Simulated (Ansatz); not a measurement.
**Resistivity from frozen vibrations: Mg(0001) with 2 thermally displaced layers, 2x2**

Aim: the resistivity of Mg at 80 K from frozen thermal displacements between perfect leads. The measured value for the pure metal at this temperature is 0.557 µΩ cm (CRC Handbook of Chemistry and Physics, 84th ed., 2003, Electrical Resistivity of Pure Metals).

Calculated with Ansatz 0.2.0; Ansatz plane-wave DFT, PBE, PAW files; ballistic transport by layer matching (Landauer), zero bias; PAW set soft_1.

Most raw output is cut from this account.

## Step 1: The starting structure

The cell holds 48 atoms: 48 Mg. Its edges and angles: a = 6.419 Å, b = 6.419 Å, c = 31.262 Å, α = 90.0°, β = 90.0°, γ = 120.0°. It derives from Mg. Regions: lead, 40 atoms (40 Mg); scattering region, 8 atoms (8 Mg). The structure is stacked along c, and the current runs across the ab planes.

## Step 2: With 2 displaced layers

Each atom of 2 layers is moved at random, by amounts drawn from a normal law 0.0686 Å wide in each direction from the Debye model (400 K) at 80 K. The layers about the cell's end stay perfect and serve as the lead. Disorder leaves little or no symmetry, which makes such runs dear. Energies from -0.05 to 0.05 eV in steps of 0.05 eV are too few for the program's thermal sum, so it prints no conductance; for a metal the transmission near the Fermi level serves, at a fraction of the cost.

The input, input.yaml:

```yaml
crystal:
  lattice:
    - [6.41854, 0.0, 0.0]
    - [-3.20927, 5.5586186952, 0.0]
    - [0.0, 0.0, 31.26198]
  atoms:
    - { symbol: Mg, position: [0.1666666667, 0.3333333333, 0.0416666667] }
    - { symbol: Mg, position: [0.1666666667, 0.8333333333, 0.0416666667] }
    - { symbol: Mg, position: [0.6666666667, 0.3333333333, 0.0416666667] }
    - { symbol: Mg, position: [0.6666666667, 0.8333333333, 0.0416666667] }
    - { symbol: Mg, position: [0.3333333333, 0.1666666667, 0.125] }
    - { symbol: Mg, position: [0.3333333333, 0.6666666667, 0.125] }
    - { symbol: Mg, position: [0.8333333333, 0.1666666667, 0.125] }
    - { symbol: Mg, position: [0.8333333333, 0.6666666667, 0.125] }
[... 36 atom lines left out ...]
    - { symbol: Mg, position: [0.3333333333, 0.1666666667, 0.9583333333] }
    - { symbol: Mg, position: [0.3333333333, 0.6666666667, 0.9583333333] }
    - { symbol: Mg, position: [0.8333333333, 0.1666666667, 0.9583333333] }
    - { symbol: Mg, position: [0.8333333333, 0.6666666667, 0.9583333333] }
kpoints:
  mp_grid: { grid: [4, 4, 1] }
hamiltonian:
  xc: pbe
  pseudopotentials: { kind: paw, azcp: { folder: soft_1 } }
scf:
  occupations: { method: fermi_dirac, width: 0.1 }
output:
  transmission: { leads: [[0, 8]], kmesh: [8, 8], e_range: [-0.05, 0.05], de: 0.05 }
  write_potential: true
  write_density: true
  volumetric_format: npy
  elf: true
```

The run is started by

```bash
$ ansatz run input.yaml --threads 4 --pin off --max-ram 15360MiB --backend cpu --events-out ev --progress --plain --runs-dir out
```

The job ended after 8.7 min (4 threads of Arm Neoverse V2, shared host; peak memory 6 GiB; 32 min of CPU time).

This step gave:

- free energy: -92343.2947 eV
- energy at zero smearing: -92343.0590 eV
- Fermi energy: 5.548 eV
- cell area: 35.68 Å²
- transmission per spin nearest the Fermi level: 3.737
- open channels per spin nearest the Fermi level: 3.766
- step of the lead's potential: 3.4 meV

Per spin. The transmission, zone mean by energy, zero at the Fermi level:

```tsv
energy (eV)	transmission, zone mean
-0.0500	3.74
0.0000	3.74
0.0500	3.63
```

Per spin. Table of open channels, zone mean, lead by energy, zero at the Fermi level:

```tsv
energy (eV)	open channels, zone mean, lead
-0.0500	3.77
0.0000	3.77
0.0500	3.67
```

Transmission over k1 and k2. At 0.0000 eV from the Fermi level.

Values, 8 rows by 8 columns:
```
3.96 3.97 3.00 3.00 3.96 3.96 3.97 3.98
3.00 3.00 2.00 2.99 2.00 3.00 3.00 3.95
3.90 3.00 3.00 6.94 6.94 3.00 3.00 3.92
3.98 3.97 2.00 6.95 6.97 6.95 2.00 3.97
3.90 3.92 3.00 3.00 6.94 6.94 3.00 3.00
3.00 3.95 3.00 3.00 2.00 2.99 2.00 3.00
3.96 3.98 3.97 3.96 3.96 3.00 3.00 3.97
3.99 3.90 3.00 3.89 3.99 3.89 3.00 3.90
```
Columns: k1 (b1) from -0.5 to 0.375; rows upwards: k2 (b2) from -0.5 to 0.375.

Open channels over k1 and k2. At 0.0000 eV from the Fermi level.

Ten even steps from '0' (2.00) to '9' (7.00):
```
44224444
22020224
42299224
44099904
44229922
24220202
44444224
44244424
```
Columns: k1 (b1) from -0.5 to 0.375; rows upwards: k2 (b2) from -0.5 to 0.375.

ELF in the ca plane at fractional y = 0.165, with atoms of Mg within 0.2 Å of it. It is the smooth field of the valence electrons, not physical close to the nuclei.

Ten even steps from '0' (0.06) to '9' (0.70), each cell a mean:
```
75100015776557861011037753357740000157755577
73033302788999840333206888898721333037899988
72131311789999840412306899999612313127999998
72033302789999850233116889998611333037899988
75101004776567762000036766667740110157765677
66532246652113666433466532135664223566421246
67777777630001567777766420014677777776200025
67766677641002566655666520014677666776300026
76310136764235675200147753346763101467532357
74013203788778861022116887777730231047877787
72132311789999850332304899988611323027999998
72131311789999850322304889988612313127999998
73023203788788861133106888887620332047887888
76200025764335674100147754456652000367643467
67655567641002567655677521125666556676310036
67777777630001577777777410014667777775200025
66543356641013676312477510015665334676410146
```
Columns run along c (16.0 Å, from fractional 0.24 to 0.76 of the cell), rows up along a (6.4 Å). Atoms in or near the plane, at fractional coordinates: Mg at (0.29, 0.33), Mg at (0.29, 0.83), Mg at (0.46, 0.33), Mg at (0.46, 0.85), Mg at (0.62, 0.33), Mg at (0.62, 0.83).

Valence density in the ca plane at fractional y = 0.165, with atoms of Mg within 0.2 Å of it. It is the smooth field of the valence electrons, not physical close to the nuclei.

Ten steps, logarithmic in the rise over the least value, from '0' (0 e/Å³) to '9' (24 e/Å³), each cell a mean:
```
00001100000000000132000000000000110000000000
00157610000000000587300000000002675100000000
00289830000000000699400000000003897200000000
00168610000000000476200000000002786100000000
00013200000000000011000000000000231000000000
00000000000000000000000000000000000000000000
00000000000000000000000000000000000000000000
00000000000000000000000000000000000000000000
00000000000000000000000000000000000000000000
00035300000000000155200000000000453000000000
00279720000000000489500000000003896100000000
00279820000000000599600000000003897200000000
00046400000000000255200000000001563000000000
00000000000000000000000000000000000000000000
00000000000000000000000000000000000000000000
00000000000000000000000000000000000000000000
00000000000000000000000000000000000000000000
```
Columns run along c (16.0 Å, from fractional 0.24 to 0.76 of the cell), rows up along a (6.4 Å). Atoms in or near the plane, at fractional coordinates: Mg at (0.29, 0.33), Mg at (0.29, 0.83), Mg at (0.46, 0.33), Mg at (0.46, 0.85), Mg at (0.62, 0.33), Mg at (0.62, 0.83).

Electrostatic potential energy in the ca plane at fractional y = 0.165, with atoms of Mg within 0.2 Å of it. With pseudopotentials it is smooth inside the atoms' cores, unlike the true potential.

Ten even steps from '0' (-67 eV) to '9' (7 eV), each cell a mean:
```
99987899999999999766899999999999778999999999
99731379999999998301589999999997214899999999
99610069999999998200489999999985001799999999
99730279999999998512699999999996203799999999
99976789999999999877899999999998767999999999
99999999999999999999999999999999999999999999
99999999999889999999999999999999999999998999
99999999999899999999999999999999999999998999
99998899999999999988999999999999889999999999
99864589999999999744799999999998546899999999
99710169999999998400389999999996102799999999
99610069999999998400389999999995001799999999
99853489999999999733699999999997435899999999
99988899999999999988999999999999888999999999
99999999999899999999999999999999999999998999
99999999999889999999999998899999999999998899
99999999999999999999999998899999999999999999
```
Columns run along c (16.0 Å, from fractional 0.24 to 0.76 of the cell; values clipped at the 3rd and 97th percentile), rows up along a (6.4 Å). Atoms in or near the plane, at fractional coordinates: Mg at (0.29, 0.33), Mg at (0.29, 0.83), Mg at (0.46, 0.33), Mg at (0.46, 0.85), Mg at (0.62, 0.33), Mg at (0.62, 0.83).

Over the solved energies the transmission per spin lies between 3.63 and 3.74, out of 3.73 channels of the lead on average (up to 3.77).

## Step 3: With 6 displaced layers

Each atom of 6 layers is moved at random, by amounts drawn from a normal law 0.0686 Å wide in each direction from the Debye model (400 K) at 80 K. A fresh draw is used; the growth of the resistance with length is what counts.

System of this step: Mg(0001) with 6 thermally displaced layers, 2x2. The cell holds 64 atoms: 64 Mg. Its edges and angles: a = 6.419 Å, b = 6.419 Å, c = 41.683 Å, α = 90.0°, β = 90.0°, γ = 120.0°. It derives from Mg. Regions: lead, 40 atoms (40 Mg); scattering region, 24 atoms (24 Mg). The structure is stacked along c, and the current runs across the ab planes.

The input, input.yaml:

```yaml
crystal:
  lattice:
    - [6.41854, 0.0, 0.0]
    - [-3.20927, 5.5586186952, 0.0]
    - [0.0, 0.0, 41.68264]
  atoms:
    - { symbol: Mg, position: [0.1666666667, 0.3333333333, 0.03125] }
    - { symbol: Mg, position: [0.1666666667, 0.8333333333, 0.03125] }
    - { symbol: Mg, position: [0.6666666667, 0.3333333333, 0.03125] }
    - { symbol: Mg, position: [0.6666666667, 0.8333333333, 0.03125] }
    - { symbol: Mg, position: [0.3333333333, 0.1666666667, 0.09375] }
    - { symbol: Mg, position: [0.3333333333, 0.6666666667, 0.09375] }
    - { symbol: Mg, position: [0.8333333333, 0.1666666667, 0.09375] }
    - { symbol: Mg, position: [0.8333333333, 0.6666666667, 0.09375] }
[... 52 atom lines left out ...]
    - { symbol: Mg, position: [0.3333333333, 0.1666666667, 0.96875] }
    - { symbol: Mg, position: [0.3333333333, 0.6666666667, 0.96875] }
    - { symbol: Mg, position: [0.8333333333, 0.1666666667, 0.96875] }
    - { symbol: Mg, position: [0.8333333333, 0.6666666667, 0.96875] }
kpoints:
  mp_grid: { grid: [4, 4, 1] }
hamiltonian:
  xc: pbe
  pseudopotentials: { kind: paw, azcp: { folder: soft_1 } }
scf:
  occupations: { method: fermi_dirac, width: 0.1 }
output:
  transmission: { leads: [[0, 8]], kmesh: [8, 8], e_range: [-0.05, 0.05], de: 0.05 }
  write_potential: true
  write_density: true
  volumetric_format: npy
```

Wall time 12 min (4 threads); peak memory 9.6 GiB.

Numbers from this step:

* free energy: -123123.9025 eV
* energy at zero smearing: -123123.5809 eV
* Fermi energy: 5.517 eV
* transmission per spin nearest the Fermi level: 3.639
* step of the lead's potential: 5.1 meV

Per spin. Transmission, zone mean against energy, zero at the Fermi level:

```tsv
energy (eV)	transmission, zone mean
-0.0500	3.59
0.0000	3.64
0.0500	3.63
```

Over the solved energies the transmission per spin lies between 3.59 and 3.64, out of 3.77 channels of the lead on average (up to 3.77).

## Step 4: With 10 displaced layers

Each atom of 10 layers is moved at random, by amounts drawn from a normal law 0.0686 Å wide in each direction from the Debye model (400 K) at 80 K. A fresh draw is used; the growth of the resistance with length is what counts.

System of this step: Mg(0001) with 10 thermally displaced layers, 2x2. The cell holds 80 atoms: 80 Mg. Its edges and angles: a = 6.419 Å, b = 6.419 Å, c = 52.103 Å, α = 90.0°, β = 90.0°, γ = 120.0°. It derives from Mg. Regions: lead, 40 atoms (40 Mg); scattering region, 40 atoms (40 Mg). The structure is stacked along c, and the current runs across the ab planes.

The input, input.yaml:

```yaml
crystal:
  lattice:
    - [6.41854, 0.0, 0.0]
    - [-3.20927, 5.5586186952, 0.0]
    - [0.0, 0.0, 52.1033]
  atoms:
    - { symbol: Mg, position: [0.1666666667, 0.3333333333, 0.025] }
    - { symbol: Mg, position: [0.1666666667, 0.8333333333, 0.025] }
    - { symbol: Mg, position: [0.6666666667, 0.3333333333, 0.025] }
    - { symbol: Mg, position: [0.6666666667, 0.8333333333, 0.025] }
    - { symbol: Mg, position: [0.3333333333, 0.1666666667, 0.075] }
    - { symbol: Mg, position: [0.3333333333, 0.6666666667, 0.075] }
    - { symbol: Mg, position: [0.8333333333, 0.1666666667, 0.075] }
    - { symbol: Mg, position: [0.8333333333, 0.6666666667, 0.075] }
[... 68 atom lines left out ...]
    - { symbol: Mg, position: [0.3333333333, 0.1666666667, 0.975] }
    - { symbol: Mg, position: [0.3333333333, 0.6666666667, 0.975] }
    - { symbol: Mg, position: [0.8333333333, 0.1666666667, 0.975] }
    - { symbol: Mg, position: [0.8333333333, 0.6666666667, 0.975] }
kpoints:
  mp_grid: { grid: [4, 4, 1] }
hamiltonian:
  xc: pbe
  pseudopotentials: { kind: paw, azcp: { folder: soft_1 } }
scf:
  occupations: { method: fermi_dirac, width: 0.1 }
output:
  transmission: { leads: [[0, 8]], kmesh: [8, 8], e_range: [-0.05, 0.05], de: 0.05 }
  write_potential: true
  write_density: true
  volumetric_format: npy
```

Elapsed: 16 min, on 4 threads; peak memory 9.8 GiB; 63 min of CPU time.

This step gave:

| Property | Result |
| --- | --- |
| free energy | -153904.6266 eV |
| energy at zero smearing | -153904.1826 eV |
| Fermi energy | 5.487 eV |
| transmission per spin nearest the Fermi level | 3.526 |
| step of the lead's potential | 1.2 meV |

Per spin. Transmission, zone mean against energy, zero at the Fermi level:

```tsv
energy (eV)	transmission, zone mean
-0.0500	3.35
0.0000	3.53
0.0500	3.56
```

Over the solved energies the transmission per spin lies between 3.35 and 3.56, out of 3.70 channels of the lead on average (up to 3.77).

## Step 5: The fit

This step: Ansatz plane-wave DFT, PBE, PAW files; ballistic transport by layer matching (Landauer), zero bias; resistivity from the slope of the area resistance; PAW set soft_1 (Ansatz 0.2.0).

Numbers from this step:

```
resistivity           : 3.337 µΩ cm
intercept             : -0.005343 fΩ m²
scatter about the fit : 0.001678 fΩ m²
```

Resistance, by row:

```tsv
run	length (Å)	T	channels N	RA (fΩ m²)
n2	5.21	3.702	3.734	0.01086
n6	15.63	3.62	3.766	0.04919
n10	26.05	3.478	3.703	0.0804
```

Area resistance against length of the displaced region:

```tsv
length of the displaced region (Å)	area resistance (fΩ m²)
5.21	0.0109
15.63	0.0492
26.05	0.0804
```

The area resistance goes from 0.011 to 0.080 fΩ m² between 5.2 and 26.1 Å, a slope of 3.3 µΩ cm.

By hand from the end points: (0.08040 − 0.01086) fΩ m² / (26.05 − 5.21) Å = 3.3 µΩ cm, since 1 fΩ m² per Å is 1000 µΩ cm.

## Step 6: Results

```json
{"resistivity from the slope": "3.34 µΩ cm", "area resistance over 5.21 Å": "0.0109 fΩ m²", "area resistance over 15.6 Å": "0.0492 fΩ m²", "area resistance over 26.1 Å": "0.0804 fΩ m²"}
```

**Reading.** The slope gives 3.3 µΩ cm. The points scatter by 0.0017 fΩ m² about the line, with one random draw a length in a 2x2 cell, so the slope is a rough value. The mean square of the displacements drawn is 0.73, 0.99 and 0.93 of the nominal one at the three lengths; with each resistance scaled back by that, the slope is 3.5 µΩ cm, the value used below. The lead's own channel count moves between the runs (3.73, 3.77 and 3.70), which shifts RA and the slope too. The current runs along the hexagonal axis, while the measured value below is not for that direction. Read with a model of isotropic scattering on a spherical Fermi surface and the lead's 0.81×10¹⁵ S/m², this slope means a mean free path near 327 Å; over these lengths the model's slope is 1.22 times its bulk resistivity, which would be 2.8 µΩ cm. This far under the Debye temperature the model doesn't describe a real metal: frozen displacements count zero-point motion as scattering and turn electrons through all angles, while in the metal the short-wave phonons freeze out. The measured value is 0.557 µΩ cm (CRC Handbook of Chemistry and Physics, 84th ed., 2003, Electrical Resistivity of Pure Metals); the scaled slope is 6.2 times that and the corrected value 5.1: clearly high.

[Logs are printed without paths, hosts, clocks, repeated set-up lines and the standing remarks that a program may print on its own settings, such as how far it seeks lower states.]

[Hosts, paths, dates, database ids (printed as entryN), source tags and the programs' standing remarks are cut or masked in the printed files.]
